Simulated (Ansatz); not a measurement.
## Formation energy and levels of the vacancy V_O in MgO (Fm-3m)

Aim: at which Fermi levels does V_O in MgO (Fm-3m) change its charge? The model is a cell of 54 host atoms with 1 O taken out.

Program: Ansatz 0.2.0. Level of theory: place-levels on r2SCAN runs: charge-transition levels and formation energies with image-charge correction and potential alignment at the atomic sites; PAW set soft_1. Results are calculated unless marked as measured.

## 1. The structure

The cell holds 53 atoms: 27 Mg and 26 O. Its edges and angles: a = 9.059 Å, b = 9.059 Å, c = 9.059 Å, α = 60.0°, β = 60.0°, γ = 60.0°. It derives from MgO (space group Fm-3m). Nearest the centre at fractional (0.500, 0.500, 0.500): Mg46 at 2.14 Å, Mg50 at 2.14 Å, Mg34 at 2.14 Å, Mg28 at 2.14 Å, Mg44 at 2.14 Å, Mg32 at 2.14 Å, O29 at 3.02 Å, O12 at 3.02 Å.

Coordinates:

```xyz
53
Lattice="0.0000 6.4059 6.4059 6.4059 0.0000 6.4059 6.4059 6.4059 0.0000" Properties=species:S:1:pos:R:3 pbc="T T T"
Mg    0.0000    0.0000    0.0000
O     2.1353    2.1353    2.1353
Mg    2.1353    2.1353    0.0000
O     4.2706    4.2706    2.1353
Mg    4.2706    4.2706    0.0000
O     6.4059    6.4059    2.1353
Mg    2.1353    0.0000    2.1353
O     4.2706    2.1353    4.2706
Mg    4.2706    2.1353    2.1353
O     6.4059    4.2706    4.2706
Mg    6.4059    4.2706    2.1353
O     8.5412    6.4059    4.2706
Mg    4.2706    0.0000    4.2706
O     6.4059    2.1353    6.4059
Mg    6.4059    2.1353    4.2706
O     8.5412    4.2706    6.4059
Mg    8.5412    4.2706    4.2706
O    10.6765    6.4059    6.4059
Mg    0.0000    2.1353    2.1353
O     2.1353    4.2706    4.2706
Mg    2.1353    4.2706    2.1353
O     4.2706    6.4059    4.2706
Mg    4.2706    6.4059    2.1353
O     6.4059    8.5412    4.2706
Mg    2.1353    2.1353    4.2706
O     4.2706    4.2706    6.4059
Mg    4.2706    4.2706    4.2706
Mg    6.4059    6.4059    4.2706
O     8.5412    8.5412    6.4059
Mg    4.2706    2.1353    6.4059
O     6.4059    4.2706    8.5412
Mg    6.4059    4.2706    6.4059
O     8.5412    6.4059    8.5412
Mg    8.5412    6.4059    6.4059
O    10.6765    8.5412    8.5412
Mg    0.0000    4.2706    4.2706
O     2.1353    6.4059    6.4059
Mg    2.1353    6.4059    4.2706
O     4.2706    8.5412    6.4059
Mg    4.2706    8.5412    4.2706
O     6.4059   10.6765    6.4059
Mg    2.1353    4.2706    6.4059
O     4.2706    6.4059    8.5412
Mg    4.2706    6.4059    6.4059
O     6.4059    8.5412    8.5412
Mg    6.4059    8.5412    6.4059
O     8.5412   10.6765    8.5412
Mg    4.2706    4.2706    8.5412
O     6.4059    6.4059   10.6765
Mg    6.4059    6.4059    8.5412
O     8.5412    8.5412   10.6765
Mg    8.5412    8.5412    8.5412
O    10.6765   10.6765   10.6765
```

Screening for the image-charge correction: ε∞ = 3.24, ε0 = 10.37, from a response run on this crystal (DFPT, PBEsol) at that run's own cell.

The relaxed host is scaled by +1.5 % along all axes; the dielectric constants are those of the unstrained host.

The cell's shortest repeat is 9.1 Å.

## 2. The runs of each charge state

Levels follow from differences of total energies between charge states, each relaxed by itself.

Random displacements of about 0.05 Å break the site symmetry at the start, so that the relaxation can reach a distorted minimum if there is one. Forces are taken at one point at (¼, ¼, ¼). The cell holds 1 electron more than the neutral one, with a uniform background that keeps it neutral on the whole. The electron count is odd, so at least one spin is unpaired; this run locks the moment at 1 μB.

The sampling was tested on the host first: at the k-points planned (1x1x1 shifted 0.25 0.25 0.25) its energy lies 0.019 eV an atom from the dense-mesh value, under the bound of 0.02 eV set for this test; that bounds the host's error, not the defect's.

One of the inputs; charge, spin and start change from state to state.

Input file qm1_M1.relax/input.yaml:

```yaml
crystal:
  lattice:
    - [0.0, 2.13530385, 2.13530385]
    - [2.13530385, 0.0, 2.13530385]
    - [2.13530385, 2.13530385, 0.0]
  atoms:
    - { symbol: Mg, position: [0.0, 0.0, 0.0] }
    - { symbol: O, position: [0.5, 0.5, 0.5] }
  supercell: [3, 3, 3]
  defects: [{ vacancy: 27 }]
total_charge: -1
basis:
  ecutwfc: 500
  xc_grid: 2
hamiltonian:
  xc: r2scan
  pseudopotentials: { kind: paw, azcp: { folder: soft_1 } }
kpoints:
  mp_grid: { grid: [1, 1, 1], shift: [0.25, 0.25, 0.25] }
magnetization:
  spin_polarized: true
  initial_magnetization: 1
  spin_locking: { lock_magnetization: hard }
scf:
  occupations: { method: fixed }
  max_iter: 60
output:
  forces: true
  charged_corrections: { epsilon: 3.24, static_epsilon: 10.37 }
relax:
  f_tol: 0.02
  max_steps: 80
  random_displacement: { amplitude: 0.05, seed: 772 }
checkpoint:
  write: "../qm1_M1.relax.run"
  compress: false
  write_wavefunctions: true
  write_every: 100000
```

Run with:

```
$ ansatz run input.yaml --threads 4 --pin off --max-ram 7536MiB --backend cpu --events-out ev --progress --plain --runs-dir out
```

The relaxed structure is kept and the sampling changed to a 2×2×2 shifted mesh.

The run of this state that the levels use, under r2SCAN:

Input file qm1_M1.point/input.yaml:

```yaml
crystal:
  checkpoint: "../qm1_M1.relax.run"
  host: checkpoint
total_charge: -1
basis:
  ecutwfc: 500
  xc_grid: 2
hamiltonian:
  xc: r2scan
  pseudopotentials: { kind: paw, azcp: { folder: soft_1 } }
kpoints:
  mp_grid: { grid: [2, 2, 2], shift: [0.5, 0.5, 0.5] }
magnetization:
  spin_polarized: true
  initial_magnetization: 1
  spin_locking: { lock_magnetization: hard }
scf:
  occupations: { method: fermi_dirac, width: 0.01 }
  max_iter: 60
output:
  forces: true
  eigenvalues: true
  charged_corrections:
    epsilon: 3.24
    static_epsilon: 10.37
    defect_position: [0.5, 0.5, 0.5]
  eigenstates: { localisation: true }
  populations: true
  efg: {}
checkpoint:
  read: "../qm1_M1.relax.run"
  write: "../qm1_M1.point.run"
  compress: false
  write_wavefunctions: false
  write_every: 100000
```

Relaxations under r2SCAN at one point at (¼, ¼, ¼); times on 4 threads of Arm Neoverse V1, shared host:

```csv
charge,moment (μB),occupations,outcome,steps,largest displacement against the far atoms (Å),time
−1,1,fixed,converged,5,0.02,2.7 min
0,0,fixed,converged,4,0.03,55 s
+1,1,fixed,converged,4,0.11,2.3 min
+2,0,fixed,converged,5,0.20,65 s
```

Single points under r2SCAN at a 2×2×2 shifted mesh; times on 4 threads of Arm Neoverse V1, shared host:

```csv
charge,moment (μB),occupations,outcome,time
−1,1,fermi-dirac,converged,2.8 min
0,0,fermi-dirac,converged,68 s
+1,1,fermi-dirac,converged,2.9 min
+2,0,fermi-dirac,converged,65 s
```

Distances (Å) from the ideal centre to the nearest atoms after relaxation with r2SCAN:

```csv
charge,moment (μB),1.,2.,3.,4.,5.,6.
−1,1,Mg 2.16,Mg 2.16,Mg 2.16,Mg 2.16,Mg 2.16,Mg 2.16
0,0,Mg 2.16,Mg 2.16,Mg 2.16,Mg 2.16,Mg 2.17,Mg 2.17
+1,1,Mg 2.25,Mg 2.25,Mg 2.25,Mg 2.25,Mg 2.25,Mg 2.25
+2,0,Mg 2.33,Mg 2.33,Mg 2.33,Mg 2.34,Mg 2.34,Mg 2.34
```

## 3. Levels against the band edges, r2SCAN

A charged cell interacts with its images and the background, and its potential has another zero than the host's. place-levels removes the first by a point-charge model, screened by the static dielectric constant since the ions have relaxed around the charge, and the second by comparing potentials at atoms far from the defect.

The host is a run of the defect-free crystal in the same cutoffs, grids and k-points, so that basis and sampling errors cancel in part in the differences. The host is run in a cell of 2 atoms on a matching mesh. Its band edges are searched through the zone by a band path, so the gap is smaller than, or equal to, that on the mesh. Chemical potentials are energies per atom of O (O2 molecule), run with the same functional and cutoff.

Input file levels.point.yaml:

```yaml
host:
  run: host.point.run
states: [qm1_M1.point.run, q0.point.run, qp1_M1.point.run, qp2.point.run]
geometry_from:
  qm1_M1.point.run: qm1_M1.relax.run
  q0.point.run: q0.relax.run
  qp1_M1.point.run: qp1_M1.relax.run
  qp2.point.run: qp2.relax.run
chemical_potentials:
  O:
    energy: -565.989614
    dataset: <sha256 of the dataset>
epsilon: 3.24
static_epsilon: 10.37
vertical:
  - { from: qm1_M1.point.run, to: qm1_M1.point_neutral.run }
  - { from: qp1_M1.point.run, to: qp1_M1.point_neutral.run }
  - { from: qp2.point.run, to: qp2.point_neutral.run }
```

Run with:

```
$ ansatz place-levels levels.point.yaml -- --threads 4 --pin off --max-ram 7536MiB
```

Numbers of over 12 decimals in the logs are rounded to 6 here.

Log:

```text
[... repeated set-up lines and file paths are left out, and long positions are rounded to six places ...]
(+2/+1) 1.716 eV above the valence edge, 3.519 eV under the conduction edge
(+1/0) 3.047 eV above the valence edge, 2.188 eV under the conduction edge
(0/-1) 5.277 eV above the valence edge (+6.478 eV without the band-filling correction), in the conduction band
formation energy of charge +2: +2.507 eV with the Fermi level at the valence edge
formation energy of charge +1: +4.223 eV with the Fermi level at the valence edge
formation energy of charge 0: +7.271 eV with the Fermi level at the valence edge
formation energy of charge -1: +12.547 eV with the Fermi level at the valence edge
vertical -1 to 0: no energy, since no alignment is typed
  the change from vertical[0].from (qm1_M1.point.run) to vertical[0].to (qm1_M1.point_neutral.run): by its potential at epsilon 3.24 it stands at 0.500 0.500 0.500, with an rms radius of about 4.3 Å (2.5 2.5 2.5 Å across the planes of the cell's vectors); [...]
vertical +1 to 0: no energy, since no alignment is typed
  the change from vertical[1].from (qp1_M1.point.run) to vertical[1].to (qp1_M1.point_neutral.run): by its potential at epsilon 3.24 it stands at 0.500 0.500 0.500, with an rms radius of about 1.2 Å (0.7 0.7 0.7 Å across the planes of the cell's vectors); [...]
vertical +2 to 0: no energy, since no alignment is typed
  the change from vertical[2].from (qp2.point.run) to vertical[2].to (qp2.point_neutral.run): by its potential at epsilon 3.24 it stands at 0.500 0.500 0.500, with an rms radius of about 1.4 Å (0.8 0.8 0.8 Å across the planes of the cell's vectors); [...]
  edges by r2scan, gap 5.235 eV; the host is sampled to repeats of 18.12 Å
  the defect's cells are sampled to repeats of 18.12 Å, like sampling
  charge +2: -66900.0123 eV with its correction of +0.667 eV, at epsilon 10.37, aligned at sites: -0.1634 eV, mean over 21 atomic sites at or beyond 4.53 Å from the defect at [0.5000, 0.5000, 0.5000], with -0.000000 for the charge's moments and without [...]
  charge +1: -66891.1446 eV with its correction of +0.095 eV, at epsilon 10.37, aligned at sites: -0.1538 eV, mean over 21 atomic sites at or beyond 4.53 Å from the defect at [0.5000, 0.5000, 0.5000], with +0.000000 for the charge's moments and without [...]
  charge 0: +0.000 eV for its dipole among its images, +0.000 omitted
  charge -1: -66867.3160 eV with its correction of +0.353 eV, at epsilon 10.37, aligned at sites: -0.1050 eV, mean over 21 atomic sites at or beyond 4.53 Å from the defect at [0.5000, 0.5000, 0.5000], with +0.000000 for the charge's moments and without [...]
  of states[3] (qp2.point.run): its alignment with the host at atomic sites is doubtful: the cell is too small to show whether the defect's potential has decayed: take a larger one
  of states[2] (qp1_M1.point.run): its alignment with the host at atomic sites is doubtful: the cell is too small to show whether the defect's potential has decayed: take a larger one; stability_check_not_made
  of states[1] (q0.point.run): its alignment with the host at atomic sites is doubtful: the cell is too small to show whether the defect's potential has decayed: take a larger one
  of states[0] (qm1_M1.point.run): it parts from the run at its places by a charge that spreads by about 2.5 Å along one vector (1.3 Å or more is wide), by its potential at epsilon 3.24, taken for that of held ions (one typed too small widens it), where the [...]
  of vertical[0].from (qm1_M1.point.run): its moments are held at its close (magnetization.spin_locking), by a field of 0.175 eV a Bohr magneton, and its energy and levels are of the state that this holds: a run that lets them go can end lower; [...]
  of vertical[1].from (qp1_M1.point.run): stability_check_not_made
```

Wall time 0.48 s (4 threads of Arm Neoverse V1, shared host).

Levels between the charges placed, in eV above the valence top:

```csv
,gap (eV),(+2/+1),(+1/0),(0/−1)
r2SCAN,5.23,1.72,3.05,5.28
```

Corrections by state:

```csv
charge,moment (μB),image terms and alignment (eV),band filling (eV),ε used,"over the lowest of its charge, as the program ranks them, band filling apart (eV)"
+2,0.0,0.667,-,10.37,0.000
+1,1.0,0.095,-,10.37,0.000
0,0.0,0.000,-,-,0.000
−1,1.0,0.353,-1.201,10.37,0.000
```

The charged structures listed were also run neutral, and place-levels reads from each pair, by the potential or the spins, how wide the charge is by which they differ; that can be the carrier of either run.

```csv
charge,rms radius (Å),spread where it is widest against the cell (Å),wide from (Å),reading
+2,1.4,0.80,1.28,narrow
+1,1.2,0.71,1.28,narrow
−1,4.3,2.51,1.28,wide
```

The neutral runs of these pairs need not share the spin of the lowest neutral state, and very wide values only mean spread over the cell.

From the program's caveats on the states, each cut to its opening words:

- charge +2, +1 (1 μB), 0, −1 (1 μB): its alignment with the host at atomic sites is doubtful: the cell is too small to show whether the defect's potential has decayed: take a larger one
- charge +1 (1 μB), −1 (1 μB): flagged: stability check not made
- charge −1 (1 μB): it parts from the run at its places by a charge that spreads by about 2.5 Å along one vector (1.3 Å or more is wide), by its potential at epsilon 3.24, taken [...]
- charge −1 (1 μB): a band-filling correction moves a carrier to the host's band edge, which changes its energy by -1.201 eV
- charge −1 (1 μB): the host's ions (past the first shell or, of a walk that freed a part, those that it held) aren't shown at rest: they stand up to 0.011 Å off their sites, 0.21 [...]
- charge −1 (1 μB): its moments are held at its close (magnetization.spin_locking), by a field of 0.175 eV a Bohr magneton, and its energy and levels are of the state that this [...]

The host's formation energy from the elements is -2.953 eV per atom at this strain; it sets how far the chemical potentials can move.

Limit set by the element alone; other compounds of these elements are not counted. Chemical potentials from the elements' reference states: Mg 0.00 eV, O -5.91 eV. Formation energies (Mg-rich), with the Fermi level at the valence top and at the conduction bottom (gap 5.23 eV):

```csv
charge,at valence top (eV),at conduction bottom (eV),correction included (eV)
+2,-3.40,7.07,0.67
+1,-1.68,3.55,0.09
0,1.36,1.36,0.00
−1,6.64,1.41,-0.85
```

(Fermi level (eV), lowest formation energy (eV)): (0.00, -3.40), (0.48, -2.45), (0.95, -1.50), (1.43, -0.55), (1.90, 0.22), (2.38, 0.69), (2.86, 1.17), (3.33, 1.36), (3.81, 1.36), (4.28, 1.36), (4.76, 1.36), (5.23, 1.36)

Limit set by the element alone; other compounds of these elements are not counted. Chemical potentials from the elements' reference states: O 0.00 eV, Mg -5.91 eV. Formation energies (O-rich), with the Fermi level at the valence top and at the conduction bottom (gap 5.23 eV):

```csv
charge,at valence top (eV),at conduction bottom (eV),correction included (eV)
+2,2.51,12.98,0.67
+1,4.22,9.46,0.09
0,7.27,7.27,0.00
−1,12.55,7.31,-0.85
```

(Fermi level (eV), lowest formation energy (eV)): (0.00, 2.51), (0.48, 3.46), (0.95, 4.41), (1.43, 5.36), (1.90, 6.13), (2.38, 6.60), (2.86, 7.08), (3.33, 7.27), (3.81, 7.27), (4.28, 7.27), (4.76, 7.27), (5.23, 7.27)

## 4. The same at the relaxations' own k-points

The relaxations' own energies give the levels at their sampling, for comparison.

Input file levels.relax_mesh.yaml:

```yaml
host:
  run: host.relax.run
states: [qm1_M1.relax.run, q0.relax.run, qp1_M1.relax.run, qp2.relax.run]
chemical_potentials:
  O:
    energy: -565.989614
    dataset: <sha256 of the dataset>
```

Run with:

```
$ ansatz place-levels levels.relax_mesh.yaml -- --threads 4 --pin off --max-ram 7536MiB
```

Log:

```text
(+2/+1) 1.520 eV above the valence edge, 3.697 eV under the conduction edge
(+1/0) 2.828 eV above the valence edge, 2.388 eV under the conduction edge
[...]
formation energy of charge +2: +2.515 eV with the Fermi level at the valence edge
formation energy of charge +1: +4.034 eV with the Fermi level at the valence edge
formation energy of charge 0: +6.863 eV with the Fermi level at the valence edge
formation energy of charge -1: +12.128 eV with the Fermi level at the valence edge
  edges by r2scan, gap 5.216 eV; the host is sampled to repeats of 9.06 Å
[... the lines on each state left out ...]
```

Wall time 0.14 s (4 threads).

Levels between neighbouring charges, in eV above the valence top:

```csv
,gap (eV),(+2/+1),(+1/0),(0/−1)
"one point at (¼, ¼, ¼)",5.22,1.52,2.83,5.26
a 2×2×2 shifted mesh,5.23,1.72,3.05,5.28
```

Going from one point at (¼, ¼, ¼) to a 2×2×2 shifted mesh moves the levels that carry no band-filling term by up to 0.22 eV and formation energies against the elements by up to 0.42 eV; band-filling terms, which differ between samplings, are in these energies.

## 5. Summary of results

```json
{"gap of the host": "5.23 eV (r2SCAN)", "level (plus 2/plus 1)": "1.72 eV above the valence top", "level (plus 1/0)": "3.05 eV above the valence top", "level (0/minus 1)": "5.28 eV above the valence top, past the conduction bottom (6.48 eV above the valence top without the band-filling term)", "lowest of the charges placed, just above the valence top (0.02 eV)": "+2", "lowest of the charges placed, just below the conduction bottom (0.02 eV)": "0", "lowest formation energy at mid-gap of the charges run, Mg-rich": "0.93 eV", "lowest formation energy at mid-gap of the charges run, O-rich": "6.84 eV"}
```

In words: Of the charges placed (−1, 0, +1 and +2), the lowest changes at 1.72 eV (+2/+1) and 3.05 eV (+1/0) above the valence top, in a gap of 5.23 eV. Charges above +2 were not placed, so these runs say nothing of levels that involve them. States placed: +2 at 0 μB; +1 at 1 μB; 0 at 0 μB; −1 at 1 μB. Other spin states or structures, where not listed, weren't placed. The program finds carriers beyond a band edge of the host and adds a band-filling term at charge −1 (-1.20 eV); steps to such a charge show no bound level, and a defect level inside a band would be read the same way. Going from one point at (¼, ¼, ¼) to a 2×2×2 shifted mesh moves the levels that carry no band-filling term by up to 0.22 eV and formation energies against the elements by up to 0.42 eV; band-filling terms, which differ between samplings, are in these energies. The program doubts the alignment of potentials for at least one state, a sign that the cell is small. What this leaves open: r2SCAN makes the gap too small and tends to spread out bound carriers; where a gas molecule sets a chemical potential or the host's formation energy, its binding is uncorrected; force components of up to 0.27 eV/Å remain in a run at the final settings.

[Logs are printed without paths, hosts, clocks, repeated set-up lines and the standing remarks that a program may print on its own settings, such as how far it seeks lower states.]

[Hosts, paths, dates, database ids (printed as entryN), source tags and the programs' standing remarks are cut or masked in the printed files.]

[Where a table of states has a column of steps, it counts the stored structures, which are thinned; the runs took as many ionic steps or more.]

[A defect's name tells the site on which it was built; relaxed atoms can leave that site.]

[For some hosts the program warned that the k-mesh of the response run may be too coarse for force constants and the static dielectric constant; such warnings are not shown here.]
